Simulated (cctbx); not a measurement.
## A crystallographic session in cctbx: Tb6Al43W4

Library: cctbx 2025.11. The data are simulated by the first script.

## 1. Simulate the data

run.py:

```python
from cctbx import adptbx, crystal, miller, sgtbx, xray
from cctbx.array_family import flex
from iotbx.shelx import hklf
from scitbx import matrix
import scitbx.random

cs = crystal.symmetry(unit_cell=(10.949, 10.949, 17.449, 90, 90, 120), space_group_symbol='Hall: -P 6c 2')  # P6_3/mcm
atoms = [  # label, site, U (iso, or U11 U22 U33 U12 U13 U23 in A^2), occupancy
    ("W1", (0, 0, 0.5), 0.0210, 1),
    ("W2", (0, 0.7322, 0.75), 0.0189, 1),
    ("Tb1", (0.4679, 0, 0.4054), 0.0198, 1),
    ("Al1", (0, 0.1479, 0.75), 0.0313, 1),
    ("Al2", (1/3, 2/3, 0.6271), 0.0317, 1),
    ("Al3", (0.5084, 0.7542, 0.5), 0.0355, 1),
    ("Al4", (0.5941, 0.4443, 0.25), 0.0295, 1),
    ("Al5", (0.2562, 0, 0.9702), 0.0300, 1),
    ("Al6", (0.1585, 0, 0.3847), 0.0301, 1),
    ("Al7", (0.155, 0.3989, 0.6606), 0.0376, 1),
]
xs = xray.structure(crystal_symmetry=cs)
for label, site, u, occ in atoms:
    u = adptbx.u_cif_as_u_star(cs.unit_cell(), u) if isinstance(u, tuple) else u
    xs.add_scatterer(xray.scatterer(label, site=site, u=u, occupancy=occ))
xs.set_inelastic_form_factors(0.71073, "sasaki")
xs.show_summary()
p1 = xs.expand_to_p1()
ms = miller.build_set(p1, anomalous_flag=True, d_min=0.77)
flex.set_random_seed(106173)
scitbx.random.set_random_seed(106173)
ms = ms.select(flex.random_double(ms.size()) < 0.7)
i = ms.structure_factors_from_scatterers(p1, algorithm="direct").f_calc().as_intensity_array().data()
i = i / flex.sqrt(1 + 0.1 * i / flex.max(i))  # extinction
i = i * 70000 / flex.max(i)
sig = flex.sqrt(i + flex.pow2(0.04 * i) + 15 ** 2)
noise = scitbx.random.variate(scitbx.random.normal_distribution())(i.size())
data = ms.array(data=i + sig * noise, sigmas=sig).set_observation_type_xray_intensity()
with open("data.hkl", "w") as f:
    data.export_as_shelx_hklf(f)
print("reflections written:", data.size(), " <I/sigma> = %.1f" % flex.mean(data.data() / data.sigmas()))
for h, a, b in list(data.sort("data"))[:12]:
    print("%4d%4d%4d %9.1f %7.1f" % (h + (a, b)))
```

```console
$ python run.py
```

```text
Number of scatterers: 10
At special positions: 9
Unit cell: (10.949, 10.949, 17.449, 90, 90, 120)
Space group: P 63/m c m (No. 193)
reflections written: 11652  <I/sigma> = 12.8
  -4   0   0   71276.3  2812.5
   0   4   0   68002.4  2812.5
  -4   4   0   67595.0  2812.5
   4   0   0   67350.8  2812.5
   0   0   8   50786.1  2009.5
   0   0  12   49380.0  1883.7
   0   0 -12   46505.3  1883.7
   0  -2  10   30867.3  1201.8
  -2   2  10   29349.0  1201.8
  -2   0 -10   28760.3  1201.8
  -2   0  10   28690.9  1201.8
   2  -2 -10   28308.8  1201.8
```

It took 0.94 s on 1 thread of Arm Neoverse V1, on a shared host, peak memory 0.07 GiB.

## 2. Refinement (right model, isotropic)

run.py:

```python
import math
from cctbx import adptbx, crystal, maptbx, sgtbx, xray
from cctbx.array_family import flex
from cctbx.xray import observations
from iotbx.shelx import hklf
from scitbx.lstbx import normal_eqns_solving
from smtbx import absolute_structure, utils
from smtbx.refinement import constraints, least_squares

cs = crystal.symmetry(unit_cell=(10.949, 10.949, 17.449, 90, 90, 120), space_group_symbol='Hall: -P 6c 2')  # P6_3/mcm
atoms = [  # label, site, U (iso, or U11 U22 U33 U12 U13 U23 in A^2), occupancy
    ("W1", (0, 0, 0.5), 0.0200, 1),
    ("W2", (0, 0.7239, 0.75), 0.0200, 1),
    ("Tb1", (0.4709, 0, 0.4046), 0.0200, 1),
    ("Al1", (0, 0.1479, 0.75), 0.0200, 1),
    ("Al2", (1/3, 2/3, 0.6312), 0.0200, 1),
    ("Al3", (0.5056, 0.7528, 0.5), 0.0200, 1),
    ("Al4", (0.6004, 0.4414, 0.25), 0.0200, 1),
    ("Al5", (0.255, 0, 0.966), 0.0200, 1),
    ("Al6", (0.1585, 0, 0.3874), 0.0200, 1),
    ("Al7", (0.1544, 0.3952, 0.6589), 0.0200, 1),
]
xs = xray.structure(crystal_symmetry=cs)
for label, site, u, occ in atoms:
    u = adptbx.u_cif_as_u_star(cs.unit_cell(), u) if isinstance(u, tuple) else u
    xs.add_scatterer(xray.scatterer(label, site=site, u=u, occupancy=occ))
xs.set_inelastic_form_factors(0.71073, "sasaki")
raw = hklf.reader(file_name="data.hkl").as_miller_arrays(crystal_symmetry=cs, anomalous=True)[0]
merged = raw.eliminate_sys_absent().merge_equivalents()
fo2 = merged.array().set_observation_type_xray_intensity()
print("Rint %.3f, %d unique reflections to %.2f A" % (merged.r_int(), fo2.size(), fo2.d_min()))
for sc in xs.scatterers():
    sc.flags.set_grad_site(True)
    sc.flags.set_grad_u_aniso(sc.flags.use_u_aniso())
    sc.flags.set_grad_u_iso(sc.flags.use_u_iso())
obs = fo2.as_xray_observations()
extra = {}
rep = constraints.reparametrisation(xs, [], utils.connectivity_table(xs), **extra)
ls = least_squares.crystallographic_ls(obs, rep, weighting_scheme=least_squares.mainstream_shelx_weighting(a=0, b=0))
print("cycle     R1     wR2    GooF  max shift (A)")
for cycle in range(8):
    ls.build_up()
    r1, wr2, goof = ls.r1_factor(cutoff_factor=2)[0], ls.wR2(), ls.goof()
    old = xs.sites_cart()
    normal_eqns_solving.levenberg_marquardt_iterations(ls, n_max_iterations=3, tau=1e-06, step_threshold=1e-7)
    big = flex.max((xs.sites_cart() - old).norms())
    print("%4d %7.4f %7.4f %7.3f %9.5f" % (cycle + 1, r1, wr2, goof, big))
    ls.build_up(objective_only=True)
    if abs(ls.wR2() - wr2) < 5e-5 and big < 5e-4:
        break
ls.build_up()
print("final R1 %.4f wR2 %.4f GooF %.3f  parameters %d  data/parameter %.1f" % (ls.r1_factor(cutoff_factor=2)[0], ls.wR2(), ls.goof(), ls.n_parameters, fo2.size() / ls.n_parameters))
cov = ls.covariance_matrix_and_annotations()
su = dict(zip(cov.annotations, (math.sqrt(max(v, 0)) for v in cov.matrix.matrix_packed_u_diagonal())))
a2 = cs.unit_cell().reciprocal_parameters()[0] ** -2
print("atom        x        y        z      Ueq    occ   su(xyz)  su(Uiso or U11)")
for sc in xs.scatterers():
    s = max(su.get(sc.label + k, 0) for k in (".x", ".y", ".z"))
    npd = "" if sc.is_positive_definite_u(cs.unit_cell()) else "  NPD"
    print("%-5s %8.5f %8.5f %8.5f %8.4f %6.3f %8.5f %7.4f%s" % ((sc.label,) + sc.site + (sc.u_iso_or_equiv(cs.unit_cell()), sc.occupancy, s, su.get(sc.label + ".uiso", su.get(sc.label + ".u11", 0) * a2), npd)))
fo = fo2.f_sq_as_f()
fc = fo.structure_factors_from_scatterers(xs, algorithm="direct").f_calc()
diff = fo.f_obs_minus_f_calc(1 / math.sqrt(ls.scale_factor()), fc).average_bijvoet_mates()
m = diff.fft_map(symmetry_flags=maptbx.use_space_group_symmetry, resolution_factor=0.25).apply_volume_scaling()
print("difference map: max %.2f min %.2f rms %.2f" % (m.statistics().max(), m.statistics().min(), m.statistics().sigma()))
peaks = m.peak_search(parameters=maptbx.peak_search_parameters(min_distance_sym_equiv=0.6, max_clusters=6)).all()
near = xs.closest_distances(peaks.sites(), distance_cutoff=4)
sps = cs.special_position_settings(min_distance_sym_equiv=0.5)
for k, (x, h) in enumerate(zip(peaks.sites(), peaks.heights())):
    ss = sps.site_symmetry(x)
    print("Q%-3d %7.4f %7.4f %7.4f %4d %7.2f  %.2f A from %s" % ((k + 1,) + tuple(t % 1 for t in ss.exact_site()) + (ss.multiplicity(), h, near.smallest_distances[k], xs.scatterers()[near.i_seqs[k]].label)))
```

```console
$ python run.py
```

```text
Rint 0.037, 785 unique reflections to 0.77 A
cycle     R1     wR2    GooF  max shift (A)
   1  0.2091  0.4787  27.202   0.09083
   2  0.0079  0.0172   0.978   0.00053
   3  0.0079  0.0172   0.978   0.00000
final R1 0.0079 wR2 0.0172 GooF 0.978  parameters 25  data/parameter 31.4
atom        x        y        z      Ueq    occ   su(xyz)  su(Uiso or U11)
W1     0.00000  0.00000  0.50000   0.0209  1.000  0.00000  0.0001
W2     0.00000  0.73220  0.75000   0.0188  1.000  0.00001  0.0000
Tb1    0.46790  0.00000  0.40540   0.0197  1.000  0.00001  0.0000
Al1    0.00000  0.14799  0.75000   0.0311  1.000  0.00011  0.0002
Al2    0.33333  0.66667  0.62706   0.0315  1.000  0.00006  0.0002
Al3    0.50845  0.75422  0.50000   0.0358  1.000  0.00010  0.0002
Al4    0.59405  0.44432  0.25000   0.0292  1.000  0.00009  0.0002
Al5    0.25624  0.00000  0.97023   0.0300  1.000  0.00008  0.0002
Al6    0.15856  0.00000  0.38467   0.0298  1.000  0.00008  0.0002
Al7    0.15502  0.39883  0.66062   0.0374  1.000  0.00008  0.0001
difference map: max 0.40 min -0.53 rms 0.11
Q1    0.0000  0.1736  0.0575   12    0.44  1.02 A from Al6
Q2    0.2254  0.6127  0.0000   12    0.42  1.45 A from Al3
Q3    0.0783  0.2543  0.0061   24    0.42  1.07 A from Al5
Q4    0.0000  0.4267  0.2500    6    0.41  1.54 A from Al4
Q5    0.1977  0.4141  0.7500   12    0.39  1.61 A from Al7
Q6    0.0000  0.0733  0.5695   12    0.38  1.45 A from W1
```

Time: 0.74 s.

## 3. Refinement (right model, anisotropic)

run.py, as its changes from the last script of this kind:

```diff
@@ -12,10 +12,10 @@
-    ("W1", (0, 0, 0.5), 0.0200, 1),
-    ("W2", (0, 0.7239, 0.75), 0.0200, 1),
-    ("Tb1", (0.4709, 0, 0.4046), 0.0200, 1),
-    ("Al1", (0, 0.1479, 0.75), 0.0200, 1),
-    ("Al2", (1/3, 2/3, 0.6312), 0.0200, 1),
-    ("Al3", (0.5056, 0.7528, 0.5), 0.0200, 1),
-    ("Al4", (0.6004, 0.4414, 0.25), 0.0200, 1),
-    ("Al5", (0.255, 0, 0.966), 0.0200, 1),
-    ("Al6", (0.1585, 0, 0.3874), 0.0200, 1),
-    ("Al7", (0.1544, 0.3952, 0.6589), 0.0200, 1),
+    ("W1", (0, 0, 0.5), 0.0209, 1),
+    ("W2", (0, 0.7322, 0.75), 0.0188, 1),
+    ("Tb1", (0.4679, 0, 0.4054), 0.0197, 1),
+    ("Al1", (0, 0.14799, 0.75), 0.0311, 1),
+    ("Al2", (1/3, 2/3, 0.62706), 0.0315, 1),
+    ("Al3", (0.50845, 0.75422, 0.5), 0.0358, 1),
+    ("Al4", (0.59405, 0.44432, 0.25), 0.0292, 1),
+    ("Al5", (0.25624, 0, 0.97023), 0.0300, 1),
+    ("Al6", (0.15856, 0, 0.38467), 0.0298, 1),
+    ("Al7", (0.15502, 0.39883, 0.66062), 0.0374, 1),
@@ -27,0 +28 @@
+xs.convert_to_anisotropic()
```

```console
$ python run.py
```

```text
Rint 0.037, 785 unique reflections to 0.77 A
cycle     R1     wR2    GooF  max shift (A)
   1  0.0080  0.0172   0.997   0.00021
   2  0.0078  0.0169   0.979   0.00000
final R1 0.0078 wR2 0.0169 GooF 0.979  parameters 51  data/parameter 15.4
atom        x        y        z      Ueq    occ   su(xyz)  su(Uiso or U11)
W1     0.00000  0.00000  0.50000   0.0209  1.000  0.00000  0.0001
W2     0.00000  0.73220  0.75000   0.0188  1.000  0.00001  0.0001
Tb1    0.46790  0.00000  0.40540   0.0197  1.000  0.00001  0.0001
Al1    0.00000  0.14799  0.75000   0.0311  1.000  0.00011  0.0006
Al2    0.33333  0.66667  0.62705   0.0316  1.000  0.00006  0.0003
Al3    0.50846  0.75423  0.50000   0.0359  1.000  0.00010  0.0005
Al4    0.59405  0.44433  0.25000   0.0292  1.000  0.00009  0.0004
Al5    0.25624  0.00000  0.97022   0.0300  1.000  0.00008  0.0003
Al6    0.15856  0.00000  0.38467   0.0298  1.000  0.00008  0.0003
Al7    0.15502  0.39883  0.66063   0.0374  1.000  0.00008  0.0003
difference map: max 0.40 min -0.53 rms 0.11
Q1    0.0000  0.1738  0.0580   12    0.42  1.01 A from Al6
Q2    0.2258  0.6129  0.0000   12    0.42  1.45 A from Al3
Q3    0.0000  0.4279  0.2500    6    0.41  1.53 A from Al4
Q4    0.0783  0.2549  0.0060   24    0.41  1.07 A from Al5
Q5    0.1976  0.4143  0.7500   12    0.39  1.61 A from Al7
Q6    0.0000  0.0738  0.5693   12    0.39  1.45 A from W1
```

Time: 0.7 s.

## 4. Refinement

run.py, as its changes from the last script of this kind:

```diff
@@ -14 +14 @@
-    ("Tb1", (0.4679, 0, 0.4054), 0.0197, 1),
+    ("Ta1", (0.4679, 0, 0.4054), 0.0197, 1),
@@ -42 +42 @@
-for cycle in range(8):
+for cycle in range(12):
```

```console
$ python run.py
```

```text
Rint 0.037, 785 unique reflections to 0.77 A
cycle     R1     wR2    GooF  max shift (A)
   1  0.0738  0.1919  11.094   0.00976
   2  0.0321  0.0872   5.041   0.00002
final R1 0.0321 wR2 0.0872 GooF 5.041  parameters 51  data/parameter 15.4
atom        x        y        z      Ueq    occ   su(xyz)  su(Uiso or U11)
W1     0.00000  0.00000  0.50000   0.0174  1.000  0.00000  0.0004
W2     0.00000  0.73217  0.75000   0.0154  1.000  0.00006  0.0003
Ta1    0.46797  0.00000  0.40538   0.0240  1.000  0.00006  0.0003
Al1    0.00000  0.14832  0.75000   0.0280  1.000  0.00059  0.0032
Al2    0.33333  0.66667  0.62721   0.0276  1.000  0.00032  0.0017
Al3    0.50914  0.75457  0.50000   0.0328  1.000  0.00054  0.0025
Al4    0.59344  0.44401  0.25000   0.0264  1.000  0.00048  0.0022
Al5    0.25653  0.00000  0.96970   0.0269  1.000  0.00041  0.0016
Al6    0.15895  0.00000  0.38477   0.0260  1.000  0.00041  0.0016
Al7    0.15487  0.39844  0.66047   0.0336  1.000  0.00039  0.0017
difference map: max 4.11 min -3.30 rms 0.40
Q1    0.0000  0.2778  0.2500    6    4.17  0.11 A from W2
Q2    0.0000  0.0000  0.0000    2    4.13  0.00 A from W1
Q3    0.2559  0.5118  0.0000   12    1.19  0.20 A from Al3
Q4    0.0000  0.1183  0.7500    6    1.17  0.33 A from Al1
Q5    0.0000  0.2671  0.5118   12    1.03  0.34 A from Al5
Q6    0.2876  0.6422  0.6062   24    0.95  0.57 A from Al2
```

Time: 0.97 s.

This run holds a fault made on purpose: wrong element: Ta1 is Tb.

## 5. Refinement

run.py, as its changes from the last script of this kind:

```diff
@@ -14 +14 @@
-    ("Ta1", (0.4679, 0, 0.4054), 0.0197, 1),
+    ("Tb1", (0.4679, 0, 0.4054), 0.0197, 1),
@@ -17,5 +17,4 @@
-    ("Al3", (0.50845, 0.75422, 0.5), 0.0358, 1),
-    ("Al4", (0.59405, 0.44432, 0.25), 0.0292, 1),
-    ("Al5", (0.25624, 0, 0.97023), 0.0300, 1),
-    ("Al6", (0.15856, 0, 0.38467), 0.0298, 1),
-    ("Al7", (0.15502, 0.39883, 0.66062), 0.0374, 1),
+    ("Al3", (0.59405, 0.44432, 0.25), 0.0292, 1),
+    ("Al4", (0.25624, 0, 0.97023), 0.0300, 1),
+    ("Al5", (0.15856, 0, 0.38467), 0.0298, 1),
+    ("Al6", (0.15502, 0.39883, 0.66062), 0.0374, 1),
```

```console
$ python run.py
```

```text
Rint 0.037, 785 unique reflections to 0.77 A
cycle     R1     wR2    GooF  max shift (A)
   1  0.0833  0.2177  12.545   0.04350
   2  0.0839  0.2080  11.986   0.00007
final R1 0.0839 wR2 0.2080 GooF 11.986  parameters 46  data/parameter 17.1
atom        x        y        z      Ueq    occ   su(xyz)  su(Uiso or U11)
W1     0.00000  0.00000  0.50000   0.0200  1.000  0.00000  0.0009
W2     0.00000  0.73207  0.75000   0.0173  1.000  0.00015  0.0008
Tb1    0.46772  0.00000  0.40544   0.0181  1.000  0.00013  0.0006
Al1    0.00000  0.14847  0.75000   0.0318  1.000  0.00149  0.0076
Al2    0.33333  0.66667  0.62571   0.0288  1.000  0.00079  0.0039
Al3    0.59292  0.44346  0.25000   0.0286  1.000  0.00112  0.0050
Al4    0.25810  0.00000  0.96803   0.0339  1.000  0.00108  0.0047
Al5    0.15919  0.00000  0.38520   0.0287  1.000  0.00098  0.0037
Al6    0.15602  0.40016  0.65942   0.0361  1.000  0.00093  0.0043
difference map: max 26.85 min -1.80 rms 0.99
Q1    0.2460  0.4921  0.0000   12   27.61  2.69 A from Al4
Q2    0.0000  0.0000  0.0000    2    7.44  0.00 A from W1
Q3    0.0000  0.2543  0.2500    6    6.80  0.15 A from W2
Q4    0.0000  0.4749  0.0981   12    4.19  0.10 A from Tb1
Q5    0.0000  0.2480  0.5162   12    3.90  0.30 A from Al4
Q6    0.1539  0.5309  0.2500   12    2.50  0.31 A from Al3
```

Time: 2.1 s.

This run holds a fault made on purpose: atom left out: Al3.

## 6. Refinement

run.py, as its changes from the last script of this kind:

```diff
@@ -17,4 +17,5 @@
-    ("Al3", (0.59405, 0.44432, 0.25), 0.0292, 1),
-    ("Al4", (0.25624, 0, 0.97023), 0.0300, 1),
-    ("Al5", (0.15856, 0, 0.38467), 0.0298, 1),
-    ("Al6", (0.15502, 0.39883, 0.66062), 0.0374, 1),
+    ("Al3", (0.50845, 0.75422, 0.5), 0.0358, 1),
+    ("Al4", (0.59405, 0.44432, 0.25), 0.0292, 1),
+    ("Al5", (0.25624, 0, 0.97023), 0.0300, 1),
+    ("Al6", (0.15856, 0, 0.38467), 0.0298, 1),
+    ("Al7", (0.15502, 0.39883, 0.66062), 0.0374, 1),
@@ -26 +27 @@
-xs.set_inelastic_form_factors(0.71073, "sasaki")
+xs.set_inelastic_form_factors(1.54184, "sasaki")
```

```console
$ python run.py
```

```text
Rint 0.037, 785 unique reflections to 0.77 A
cycle     R1     wR2    GooF  max shift (A)
   1  0.0752  0.2011  11.630   0.00614
   2  0.0300  0.0862   4.983   0.00009
final R1 0.0300 wR2 0.0862 GooF 4.983  parameters 51  data/parameter 15.4
atom        x        y        z      Ueq    occ   su(xyz)  su(Uiso or U11)
W1     0.00000  0.00000  0.50000   0.0202  1.000  0.00000  0.0004
W2     0.00000  0.73218  0.75000   0.0179  1.000  0.00006  0.0004
Tb1    0.46785  0.00000  0.40537   0.0129  1.000  0.00006  0.0003
Al1    0.00000  0.14790  0.75000   0.0371  1.000  0.00058  0.0032
Al2    0.33333  0.66667  0.62720   0.0392  1.000  0.00033  0.0018
Al3    0.50857  0.75428  0.50000   0.0431  1.000  0.00052  0.0026
Al4    0.59411  0.44457  0.25000   0.0359  1.000  0.00047  0.0022
Al5    0.25635  0.00000  0.97057   0.0374  1.000  0.00040  0.0017
Al6    0.15882  0.00000  0.38453   0.0371  1.000  0.00041  0.0016
Al7    0.15531  0.39899  0.66037   0.0452  1.000  0.00041  0.0019
difference map: max 3.34 min -1.33 rms 0.33
Q1    0.0000  0.4647  0.0891   12    3.38  0.10 A from Tb1
Q2    0.0000  0.0685  0.5650   12    0.95  1.36 A from W1
Q3    0.1652  0.3962  0.7500   12    0.85  1.57 A from Al7
Q4    0.0000  0.3939  0.1570   12    0.84  1.36 A from Tb1
Q5    0.0000  0.1416  0.1750   12    0.81  1.06 A from Al6
Q6    0.0000  0.3663  0.0461   12    0.76  1.40 A from Tb1
```

Run time: 1.2 s on 1 thread of Arm Neoverse V1 (shared host), peak memory 0.1 GiB.

This run holds a fault made on purpose: dispersion terms of the wrong wavelength.

[Logs are printed without paths, hosts, clocks, repeated set-up lines and the standing remarks that a program may print on its own settings, such as how far it seeks lower states.]
